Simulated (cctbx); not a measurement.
## What is wrong with this refinement?

Cell a = 6.0490 Å, b = 6.0490 Å, c = 5.3070 Å, α = 90.00°, β = 90.00°, γ = 120.00°; space group P6_3/mmc (no. 194). The compound is Mg3As.

The data are simulated with cctbx, not measured: synchrotron X-rays, λ = 0.7749 Å, to d = 0.8 Å, 80 % of the full sphere, strongest reflection 20000 counts, noise from counting, a 1.5 % proportional error and a noise floor of 15 counts (s.d.); no absorption.

An anisotropic refinement with weights 1/σ² prints:

```text
Rint 0.027, 83 unique reflections to 0.80 A
cycle     R1     wR2    GooF  max shift (A)
   1  0.0163  0.0357   2.665   0.00007
   2  0.0070  0.0176   1.312   0.00000
final R1 0.0070 wR2 0.0176 GooF 1.312  parameters 6  data/parameter 13.8
atom        x        y        z      Ueq    occ   su(xyz)  su(Uiso or U11)
Se1    0.33333  0.66667  0.25000   0.0237  1.000  0.00000  0.0002
Mg1    0.83165  0.66330  0.25000   0.0273  1.000  0.00018  0.0003
difference map: max 0.25 min -0.24 rms 0.06
Q1    0.1158  0.2316  0.6614   12    0.26  0.72 A from Mg1
Q2    0.1260  0.3990  0.7500   12    0.26  0.55 A from Mg1
Q3    0.1120  0.5560  0.6416   12    0.23  1.63 A from Mg1
Q4    0.2200  0.4399  0.1363   12    0.21  1.33 A from Se1
Q5    0.1395  0.2790  0.2500    6    0.11  1.63 A from Mg1
Q6    0.0000  0.0000  0.2500    2    0.10  1.76 A from Mg1
```

Q: Accept it or mend it, and why?

Mend it. The fault: wrong element: Se1 is As. Against the right model at the same level, R1 goes from 0.0052 to 0.0070 and GooF from 0.97 to 1.31. Se1 has 1 electron too many and its U swells to shed them, as expected (near an absorption edge f′ can widen the mismatch well beyond the difference in Z).

The compound is Mg3As. The right model at the same level gives:

```text
Rint 0.027, 83 unique reflections to 0.80 A
cycle     R1     wR2    GooF  max shift (A)
   1  0.0122  0.0274   2.042   0.00000
   2  0.0052  0.0130   0.968   0.00000
final R1 0.0052 wR2 0.0130 GooF 0.968  parameters 6  data/parameter 13.8
atom        x        y        z      Ueq    occ   su(xyz)  su(Uiso or U11)
As1    0.33333  0.66667  0.25000   0.0230  1.000  0.00000  0.0001
Mg1    0.83166  0.66331  0.25000   0.0281  1.000  0.00013  0.0002
difference map: max 0.23 min -0.24 rms 0.06
Q1    0.2239  0.4479  0.1398   12    0.24  1.29 A from As1
Q2    0.1081  0.2163  0.6556   12    0.23  0.81 A from Mg1
Q3    0.1108  0.5554  0.6406   12    0.22  1.63 A from Mg1
Q4    0.1240  0.4048  0.7500   12    0.19  0.59 A from Mg1
Q5    0.1860  0.5930  0.2500    6    0.12  0.77 A from As1
Q6    0.0848  0.2715  0.2500   12    0.10  1.33 A from Mg1
```

Isotropic U is held between 0.0001 and 1 Å² by the program, and listed peak heights are interpolated, so they can pass the grid's maximum.

This is a model crystal, built by substitution and not relaxed, with assumed displacement parameters.

[Middle refinement cycles are left out of these outputs.]

[Logs are printed without paths, hosts, clocks, repeated set-up lines and the standing remarks that a program may print on its own settings, such as how far it seeks lower states.]
